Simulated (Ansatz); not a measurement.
# How SiC (Moissanite) absorbs and reflects light

What colour and refractive index does SiC (Moissanite) have at this level of theory?

Method: DFT, PBE, plane-wave PAW, default files, scalar-relativistic, independent-particle optical response without local fields, in Ansatz 0.2.0.

## (1) Starting point

The structure is hexagonal, space group P6_3mc (No. 186). The conventional cell has a = 3.076 Å, b = 3.076 Å, c = 5.048 Å, α = 90.00°, β = 90.00°, γ = 120.00°. Nearest to Si lie 4 C at 1.87 to 1.94 Å. Nearest to C lie 4 Si at 1.87 to 1.94 Å. Farther neighbours are not listed.

## (2) Ground state and bands

First the ground state: is it a metal or has it a gap?

This step: DFT, PBE, plane-wave PAW, default files, scalar-relativistic, ground state (Ansatz 0.2.0).

Input file input.yaml:

```yaml
crystal:
  lattice:
    - [3.076, 0.0, 0.0]
    - [-1.538, 2.663894142, 0.0]
    - [0.0, 0.0, 5.048]
  atoms:
    - { symbol: Si, position: [0.6666666667, 0.3333333333, 0.5] }
    - { symbol: Si, position: [0.3333333333, 0.6666666667, 0.0] }
    - { symbol: C, position: [0.6666666667, 0.3333333333, 0.885] }
    - { symbol: C, position: [0.3333333333, 0.6666666667, 0.385] }
kpoints:
  mp_grid: { grid: [8, 8, 5] }
  band_path:
    path:
      - [[0.0, 0.0, 0.0], [0.5, 0.0, 0.0], [0.33333333, 0.33333333, 0.0], [0.0, 0.0, 0.0], [0.0, 0.0, 0.5], [0.5, 0.0, 0.5], [0.33333333, 0.33333333, 0.5], [0.0, 0.0, 0.5]]
      - [[0.5, 0.0, 0.5], [0.5, 0.0, 0.0]]
      - [[0.33333333, 0.33333333, 0.0], [0.33333333, 0.33333333, 0.5]]
    npoints: 6
scf:
  occupations: { method: fermi_dirac, width: 0.05 }
  n_extra_bands: 8
hamiltonian:
  xc: pbe
  pseudopotentials: { kind: paw }
output:
  forces: true
  stress: true
  populations: true
  write_bands: true
  write_density: true
  write_potential: true
  elf: true
  volumetric_format: npy
```

Started as:

```console
$ ansatz run input.yaml --threads 4 --pin off --max-ram 8192MiB --backend cpu --events-out ev --progress --plain --runs-dir out
```

Numbers of over 12 decimals in the logs are rounded to 6 here.

Output:

```text
scf.n_extra_bands = 8 over 8 filled bands (N_el = 16.0): the run solves 16 bands
Engine: ansatz 0.2.0, aarch64-unknown-linux-gnu
Pseudopotentials: kind: paw
Pseudopotential: Si, paw, valence charge 4, recommended cutoff 420 eV (normal), Si.paw.azcp
Pseudopotential: C, paw, valence charge 4, recommended cutoff 420 eV (normal), C.paw.azcp
Functional definition: PBE
  parameter kappa = 0.804
  parameter beta = 0.066725
  exchange = pbe_x(kappa = kappa, mu = beta*pi^2/3)
  correlation = pbe_c(beta = beta)
Crystal: 4 atoms, lattice volume = 41.364 Å³
Basis set: ecut = 420 eV, 785 PW (Γ), exchange–correlation on 48×48×72 points (8 copies of the dense FFT grid, shifted against one another)
Bands: 16, of which v1, the nominal top of the filled ones, is band 8 counted from 1 (7 counted from 0)
Symmetry: 12 space group operations
Space group: P63mc (ITA 186), of the structure as read, at distance tolerance 3.5e-5 Å
k-points: 30 of 320 (time reversal used)
Non-local potential: Si, projectors of the file, l = 0: 2, l = 1: 2, l = 2: 2
Non-local potential: C, projectors of the file, l = 0: 2, l = 1: 2, l = 2: 1
PAW form: soft (Blöchl's): semilocal exchange-correlation on the pseudo side does not see the compensation charge
PAW one-centre angular grid: Si, 110 points (default); XC on 64 Gauss nodes
PAW one-centre angular grid: C, 110 points (default); XC on 64 Gauss nodes
Initial density: superposition of atomic densities (neutral atoms: chi_scale 0, normalization atom), corrected by the library's trained network
Initial wavefunctions: pseudopotential atomic-orbital guess
Functional: x = pbe(κ = 0.804, μ = 0.219515), c = pbe(β = 0.066725)
SCF iter   1: F=—  HF=-1774.264871 eV  |F-HF|=—  |Δ(HF+E_count)|=         —  Δρ=2.42e-3  dr2=2.57e-3  ethr=1.77e-3  ⟨swp⟩=5.3  Hψ=2844  notcnv=0  defer=1
preconditioner: auto → none  [insulator: Δε(μ)=2.555 eV  Ē_g=14.030 eV  σ=0.050 eV  W_gap=1.00  n_scr=2 (ndim 8)  ℏωp=23.1 eV  f_vac=0.000  D(μ)=0.00/eV (n_scr^D=0)  ε∞_Penn≈3.7]
SCF iter   2: F=—  HF=-1774.264830 eV  |F-HF|=—  |Δ(HF+E_count)|=   4.07e-5  Δρ=7.81e-4  dr2=2.09e-4  ethr=1.61e-5  ⟨swp⟩=2.0  Hψ=818  notcnv=0  defer=39
SCF iter   3: F=—  HF=-1774.264901 eV  |F-HF|=—  |Δ(HF+E_count)|=   7.03e-5  Δρ=1.80e-4  dr2=7.32e-6  ethr=1.31e-6  ⟨swp⟩=2.5  Hψ=661  notcnv=0  defer=39
SCF iter   4: F=—  HF=-1774.264894 eV  |F-HF|=—  |Δ(HF+E_count)|=   6.57e-6  Δρ=1.84e-5  dr2=7.59e-8  ethr=4.57e-8  ⟨swp⟩=2.1  Hψ=619  notcnv=0  defer=39
iter 5 did not close the SCF: its close was put off for the readings that it lacked (scf_convergence_deferred on its scf_iter line)
SCF iter   5: F=-1774.264894 eV  HF=-1774.264894 eV  |F-HF|=1.28e-9  |Δ(HF+E_count)|=   7.87e-8  Δρ=2.62e-6  dr2=1.82e-9  ethr=4.75e-10  ⟨swp⟩=2.0  Hψ=639  notcnv=0  defer=39
SCF iter   6: F=-1774.264894 eV  HF=-1774.264894 eV  |F-HF|=1.64e-11  |Δ(HF+E_count)|=   1.80e-9  Δρ=5.79e-7  dr2=1.26e-10  ethr=1.14e-11  ⟨swp⟩=8.8  Hψ=2718  notcnv=0
SCF 1 converged in 6 iterations: F = -1774.264894 eV  dr2 = 1.26e-10
  greatest PAW one-centre occupation: 0.646 electrons in one spin orbital (limit 2), on the C atom at site 3 (counted from 0), in its partial waves of l = 0
NSCF: frozen V_eff on 57 k-points
SCF converged after 6 iterations
Free energy (F): -1774.264894 eV
Harris-Foulkes:  -1774.264894 eV  (|F-HF|=1.64e-11)
Internal energy: -1774.264894 eV  (E = F + TS)
E sigma→0 (E₀):  -1774.264894 eV
Fermi energy:    11.023662 eV
--- Per-component energies (eV) ---
  E_band       = 57.488881
  E_kinetic    = 271.768752
  E_local      = -211.055093  (includes V_loc(G=0)·N_el)
  E_nonlocal   = 103.692900
  E_hartree    = 65.209494
  E_xc         = -211.132700
  E_vxc        = -218.905107  (∫ρ·V_xc dr)
  E_paw        = -1224.177390  (= ΣΔE_a)
  E_vpaw       = -18.431496  (= ΣTr[D̂ρ^β])
  E_aug_tail   = 0.000028  (compensation charges beyond the density's cutoff)
  E_ewald      = -568.570884
  E_smearing   = -0.000000  (= −TS)
  E_closure    = 0.000000  (closes the sum)
  Σ components = -1774.264894   (vs F -1774.264894, Δ=0.00e0)
--- Forces (eV/Å), atoms counted from 1 ---
  atom   1  Si    -0.00000000     0.00000000     0.75191821
  atom   2  Si     0.00000000    -0.00000000     0.75191821
  atom   3  C     -0.00000000     0.00000000    -0.75192691
  atom   4  C      0.00000000    -0.00000000    -0.75192691
  max |Σ_I F_I| component: 1.74e-5 eV/Å
--- Stress (GPa, compression-positive) ---
        5.319925       0.000000       0.000000
        0.000000       5.319925       0.000000
        0.000000       0.000000       0.442761
  P = ⅓ Tr σ = 3.6942 GPa (36.942 kbar)
--- Band table (eV; the first three rows and the last of 30) ---
  k-point 0: bands = [... 4 lower, 8.2273, 9.5073, 9.5073, 9.7841, 14.4016, 15.7946, 16.2904, 16.2904, ... 4 higher]
  k-point 1: bands = [... 4 lower, 8.3335, 8.7103, 9.3663, 9.3663, 14.5816, 16.3595, 16.3595, 16.5982, ... 4 higher]
  k-point 2: bands = [... 4 lower, 8.6253, 8.6253, 9.0183, 9.0183, 15.1089, 15.9268, 16.6739, 16.6739, ... 4 higher]
  k-point 29: bands = [... 4 lower, 3.9766, 4.7468, 7.5481, 7.9827, 14.1410, 14.9451, 15.4556, 16.5468, ... 4 higher]
--- Löwdin populations: 4 sites ---
  site symbol       q [e]
     0     Si      2.9209
     1     Si      2.9209
     2      C      4.9992
     3      C      4.9992
  spilling = 0.009978 (of n_electrons = 16.000000)
```

Elapsed: 0.96 s, on 4 threads of Arm Neoverse V2, shared host; peak memory 0.45 GiB.

In the SCF lines HF is the Harris–Foulkes energy and dr2 the Hartree energy of the density residual, in eV; the loop may stop once dr2 is under the threshold and the program's other checks hold. Hψ counts applications of the Hamiltonian.

Numbers from this step:

```
free energy                  : -1774.2649 eV
Fermi energy                 : 11.02 eV
gap by band count            : 2.580 eV
electrons                    : 16
symmetry operations          : 12
pressure                     : 3.694 GPa
gap on the k-mesh            : 2.580 eV
volume                       : 41.36 Å³
gap on the path              : 2.325 eV
least direct gap on the path : 4.079 eV
```

There is a gap, 2.32 eV on the path, so no carriers' term is needed. The cell is left with a pressure of 3.7 GPa and forces up to 0.75 eV/Å, as it stands unrelaxed at this level.

Electronic bands along the path, in eV, zero at the Fermi level; v1 is the highest filled band, c1 the lowest empty one:

```
    point     v4     v3     v2     v1    c1    c2    c3    c4
        Γ  -2.80  -1.52  -1.52  -1.24  3.38  4.77  5.27  5.27
  halfway  -4.46  -3.99  -2.17  -2.14  2.65  4.48  5.73  6.46
        M  -6.67  -4.78  -4.50  -2.73  1.35  2.96  5.50  5.96
  halfway  -6.72  -6.02  -4.58  -4.07  2.02  3.71  6.25  7.05
        K  -7.74  -5.36  -5.28  -5.28  1.08  6.74  7.40  7.40
  halfway  -5.59  -4.31  -2.97  -2.41  3.86  4.41  5.56  5.72
        Γ  -2.80  -1.52  -1.52  -1.24  3.38  4.77  5.27  5.27
  halfway  -2.63  -2.63  -1.73  -1.73  3.66  5.38  5.38  5.60
        A  -2.21  -2.21  -2.21  -2.21  4.46  4.46  5.93  5.93
  halfway  -4.30  -4.30  -3.20  -3.20  3.12  3.12  5.88  5.88
        L  -3.93  -3.93  -3.58  -3.58  1.93  1.93  3.76  3.76
  halfway  -5.69  -5.69  -3.19  -3.19  2.88  2.88  4.88  4.88
        H  -7.09  -7.09  -2.99  -2.99  3.57  3.57  4.73  4.73
  halfway  -4.42  -4.42  -3.88  -3.88  3.79  3.79  6.09  6.09
        A  -2.21  -2.21  -2.21  -2.21  4.46  4.46  5.93  5.93
jump to L  -3.93  -3.93  -3.58  -3.58  1.93  1.93  3.76  3.76
  halfway  -5.41  -4.55  -3.57  -3.14  1.68  1.94  5.17  5.59
        M  -6.67  -4.78  -4.50  -2.73  1.35  2.96  5.50  5.96
jump to K  -7.74  -5.36  -5.28  -5.28  1.08  6.74  7.40  7.40
  halfway  -7.89  -6.00  -4.08  -4.08  2.27  5.10  5.10  6.44
        H  -7.09  -7.09  -2.99  -2.99  3.57  3.57  4.73  4.73
```

Electrostatic potential energy in the ac plane at fractional y = 0.333, with atoms of Si and C within 0.2 Å of it. With pseudopotentials it is smooth inside the atoms' cores, unlike the true potential.

Ten even steps from '0' (-54 eV) to '9' (12 eV):
```
8887888874213689
9888889851000478
9999999840000379
9999999851000479
9999999974223689
9999999987667899
9999999998888999
9999999998888999
9999999887667889
9999998864334578
9999998642111368
8999998521000247
8999997520000147
8999998531000247
9999998642111368
9999998864334578
9999999887667789
9999999998888899
9999999999999999
9999999999999999
9999999999999999
9999999999999999
9988999999999999
9888889999999999
8877889999989999
8877889987667899
```
Atoms in or near the plane, at fractional coordinates: Si at (0.67, 0.50), C at (0.67, 0.88).

ELF in the ac plane at fractional y = 0.333, with atoms of Si and C within 0.2 Å of it. It is the smooth field of the valence electrons, not physical close to the nuclei.

Ten even steps from '0' (0.02) to '9' (0.92):
```
8643589987546899
8644689985113789
8643578873002688
7532468874113688
6321357777556777
4211136788898876
3100125789999875
2100013689999874
2100113578999863
2211223456676543
4433444322222234
6655666421221136
8777787632342257
8877788742221368
8877788752111478
8777788763112578
7666677653223567
6666665543222345
4555544321111223
3455432110000012
2344321100000001
2233321111000111
2222222223322222
4322345555555555
6432467777777777
8633578888777888
```
Atoms in or near the plane, at fractional coordinates: Si at (0.67, 0.50), C at (0.67, 0.88).

## (3) Spectrum

With the density converged, the vertical transitions are summed over the zone.

This step: DFT, PBE, plane-wave PAW, default files, scalar-relativistic, independent-particle optical response without local fields (Ansatz 0.2.0).

input.yaml, the sections that differ from step 2:

```yaml
kpoints:
  mp_grid: { grid: [8, 8, 5] }
scf:
  occupations: { method: fixed }
output:
  optics:
    e_range: [0, 20]
    de: 0.05
    sigma: 0.15
    nscf_kmesh: { grid: [12, 12, 5] }
    bands: { spectra_wanted_up_to: 20 }
# crystal, hamiltonian: as in step 2
```

Output:

```text
[...]
Crystal: 4 atoms, lattice volume = 41.364 Å³
Basis set: ecut = 420 eV, 785 PW (Γ)
Bands: 12, of which v1, the nominal top of the filled ones, is band 8 counted from 1 (7 counted from 0)
Symmetry: 12 space group operations
[...]
k-points: 30 of 320 (time reversal used)
[...]
SCF iter   1: F=—  HF=-1774.264978 eV  |F-HF|=—  |Δ(HF+E_count)|=         —  Δρ=2.40e-3  dr2=2.54e-3  ethr=1.77e-3  ⟨swp⟩=4.5  Hψ=2087  notcnv=0  defer=57
[...]
SCF iter   7: F=-1774.264962 eV  HF=-1774.264962 eV  |F-HF|=8.19e-12  |Δ(HF+E_count)|=  1.79e-10  Δρ=1.20e-7  dr2=3.60e-12  ethr=1.00e-12  ⟨swp⟩=4.5  Hψ=1553  notcnv=0
SCF 1 converged in 7 iterations: F = -1774.264962 eV  dr2 = 3.60e-12
[...]
NSCF: frozen V_eff on 57 k-points
[...]
output.optics: what the bands over the 31 summed would add to eps1, eps2 and the energy-loss function is held between a lower and an upper bound (8 Lanczos steps). eps1, eps2 and their loss function (loss_summed_bands) are given on every row as the summed bands alone make them. Along an axis, on a row where the two bounds hold the loss function to about 1 % of the greater of itself and 0.5 % of |1/eps|, its cell (loss_completed) is given, with the completed eps1 and eps2 that it is formed of (a cell that is left empty reads nan in the table and null in the record). The two bounds hold it so along every axis on all 401 rows up to 20.000 eV. [rest of the remark cut]
SCF converged after 7 iterations
Free energy (F): -1774.264962 eV
[...]
Internal energy: -1774.264962 eV  (E = F + TS)
E sigma→0 (E₀):  -1774.264962 eV
Fermi energy:    9.784197 eV
[...]
--- Band table (eV; the first three rows and the last of 30) ---
  k-point 0: bands = [... 4 lower, 8.2273, 9.5073, 9.5073, 9.7842, 14.4016, 15.7946, 16.2903, 16.2903]
  k-point 1: bands = [... 4 lower, 8.3335, 8.7104, 9.3663, 9.3663, 14.5817, 16.3595, 16.3595, 16.5982]
  k-point 2: bands = [... 4 lower, 8.6253, 8.6253, 9.0183, 9.0183, 15.1089, 15.9268, 16.6739, 16.6739]
  k-point 29: bands = [... 4 lower, 3.9767, 4.7468, 7.5481, 7.9827, 14.1410, 14.9451, 15.4556, 16.5468]
```

It took 14 s on 4 threads; peak memory 0.73 GiB; 55 s of CPU time.

This step gave:

```
electronic dielectric constant ε∞, mean over x, y and z (by symmetry where fewer were run) : 7.294
absorption onset, first axis (α over 10⁴ cm⁻¹, or the direct gap if that lies higher)      : 4.648 eV
main peak of Im epsilon, first axis                                                        : 6.484 eV
least direct gap on the mesh                                                               : 4.079 eV
bands summed                                                                               : 31
spectra valid up to                                                                        : 27.31 eV
program's estimate of the k-sum error in Im epsilon                                        : 0.05 %
electrons in the f-sum                                                                     : 13.55
```

The Im ε has structure finer than the step of the table below, so its rows give means over 1 eV, whole bins alone (the curve runs from 0 to 20 eV). Peaks (eV: height): E ∥ x or y 6.5: 21.6; E ∥ z 6.5: 21.3, 7.4: 18.6.

Im ε against photon energy; means over each step:

```
photon energy (eV)  E ∥ x or y    E ∥ z
                 4     0.00160  0.00193
                 5        1.66     6.43
                 6        13.9     16.1
                 7        17.4     16.8
                 8        12.7     12.2
                 9        9.91     8.50
                10        6.11     5.09
                11        3.90     3.70
                12        2.89     2.72
                13        2.06     1.95
                14        1.44     1.34
                15        1.06    0.928
                16       0.776    0.698
                17       0.563    0.575
                18       0.428    0.446
                19       0.333    0.342
```

Table of Re ε by photon energy:

```
photon energy (eV)  E ∥ x or y   E ∥ z
                 0        7.11    7.67
                 1        7.22    7.81
                 2        7.60    8.29
                 3        8.38    9.31
                 4        9.99    11.7
                 5        14.5    17.4
                 6        20.0    14.1
                 7       0.134    1.93
                 8       0.206   -4.19
                 9       -3.74   -5.04
                10       -4.67   -4.15
                11       -3.66   -3.35
                12       -3.11   -2.88
                13       -2.60   -2.52
                14       -2.09   -2.06
                15       -1.67   -1.60
                16       -1.30   -1.16
                17      -0.986  -0.891
                18      -0.727  -0.688
                19      -0.521  -0.441
                20      -0.305  -0.267
```

The reflectivity at normal incidence has structure finer than the step of the table below, so its rows give means over 1 eV, whole bins alone (the curve runs from 0 to 20 eV). Peaks (eV: height): E ∥ x or y 7.0: 52.7, 16.8: 59.9; E ∥ z 6.6: 51.7, 7.6: 54.6, 15.1: 60.8.

Table of reflectivity at normal incidence by photon energy; means over each step:

```
photon energy (eV)  E ∥ x or y (%)  E ∥ z (%)
                 1            21.0       22.4
                 2            21.9       23.5
                 3            23.7       25.7
                 4            27.1       30.3
                 5            34.3       39.8
                 6            45.7       45.5
                 7            50.0       48.8
                 8            47.0       53.2
                 9            52.3       54.2
                10            55.9       54.9
                11            55.3       54.2
                12            55.2       54.6
                13            56.5       56.8
                14            58.0       59.1
                15            58.1       60.0
                16            59.0       58.6
                17            59.5       55.6
                18            58.3       55.5
                19            57.1       52.5
```

Loss function −Im 1/ε at q → 0 against energy loss; read off at these points:

```
energy loss (eV)  E ∥ x or y   E ∥ z
             4.0           0       0
             4.5      1.5e-4  1.9e-4
             5.0     0.00689  0.0220
             5.5      0.0129  0.0298
             6.0      0.0239  0.0351
             6.5      0.0390  0.0433
             7.0      0.0534  0.0752
             7.5      0.0814  0.0561
             8.0      0.0766  0.0750
             8.5      0.0802  0.0961
             9.0      0.0878  0.0851
             9.5      0.0920   0.101
            10.0       0.104   0.118
            10.5       0.116   0.133
            11.0       0.137   0.149
            11.5       0.152   0.156
            12.0       0.161   0.173
            12.5       0.176   0.181
            13.0       0.187   0.192
            13.5       0.202   0.206
            14.0       0.222   0.221
            14.5       0.248   0.244
            15.0       0.272   0.269
            15.5       0.301   0.319
            16.0       0.338   0.379
            16.5       0.372   0.443
            17.0       0.435   0.512
            17.5       0.508   0.606
            18.0       0.598   0.664
            18.5       0.765   0.852
            19.0       0.875    1.09
            19.5        1.09    1.51
            20.0        1.58    1.86
```

Values under 1 per cm are given as 1. Table of absorption coefficient by photon energy:

```
photon energy (eV)  E ∥ x or y (1/cm)  E ∥ z (1/cm)
              0.00                  1             1
              1.00                  1             1
              2.00                  1             1
              3.00                  1             1
              4.00                  1             1
              5.00              97777         4.8e5
              6.00              9.4e5         1.2e6
              7.00              2.2e6         1.7e6
              8.00              2.1e6         2.3e6
              9.00              2.4e6         2.5e6
             10.00              2.5e6         2.3e6
             11.00              2.4e6         2.3e6
             12.00              2.3e6         2.2e6
             13.00              2.3e6         2.2e6
             14.00              2.2e6         2.1e6
             15.00              2.1e6         2.0e6
             16.00              1.9e6         1.8e6
             17.00              1.8e6         1.7e6
             18.00              1.6e6         1.6e6
             19.00              1.5e6         1.4e6
             20.00              1.2e6         1.2e6
```

From ε follow the optical constants at some laser and lamp lines:

```
wavelength (nm)  n xy   k xy  R (%) xy     1/α xy   n z    k z  R (%) z      1/α z
           1064  2.70  0.000      21.0  over 1 mm  2.80  0.000     22.5  over 1 mm
            800  2.72  0.000      21.4  over 1 mm  2.83  0.000     22.9  over 1 mm
            450  2.85  0.000      23.1  over 1 mm  3.00  0.000     25.0  over 1 mm
            405  2.91  0.000      23.8  over 1 mm  3.07  0.000     25.8  over 1 mm
            365  2.98  0.000      24.7  over 1 mm  3.16  0.000     27.0  over 1 mm
            248  3.82  0.193      34.3     102 nm  4.28  0.949     40.5      21 nm
            193  4.21  2.564      50.0     6.0 nm  3.92  2.651     49.8     5.8 nm
```

Rows near the edge hang on the gap, which this functional as a rule makes too small, and phonon-assisted absorption is left out.

Through 1 µm of it, D65 light comes out colourless, dimmed by reflection (x = 0.315, y = 0.331; 63 % transmitted).

At 1064 nm the birefringence n(z) − n(x) is +0.109: the crystal is uniaxial positive at this level.

The f-sum over the summed bands holds 13.5 of the cell's 16 electrons outside the frozen cores, 2 of which lie in bands more than 12 eV below the Fermi level, whose transitions come at higher energies. Up to 20 eV the strength has a mean oscillator energy of 8.3 eV, well above the main peak, so higher transitions carry much of it.

(Continued in part 2 of 2.)

[Logs are printed without paths, hosts, clocks, repeated set-up lines and the standing remarks that a program may print on its own settings, such as how far it seeks lower states.]

[Hosts, paths, dates, database ids (printed as entryN), source tags and the programs' standing remarks are cut or masked in the printed files.]
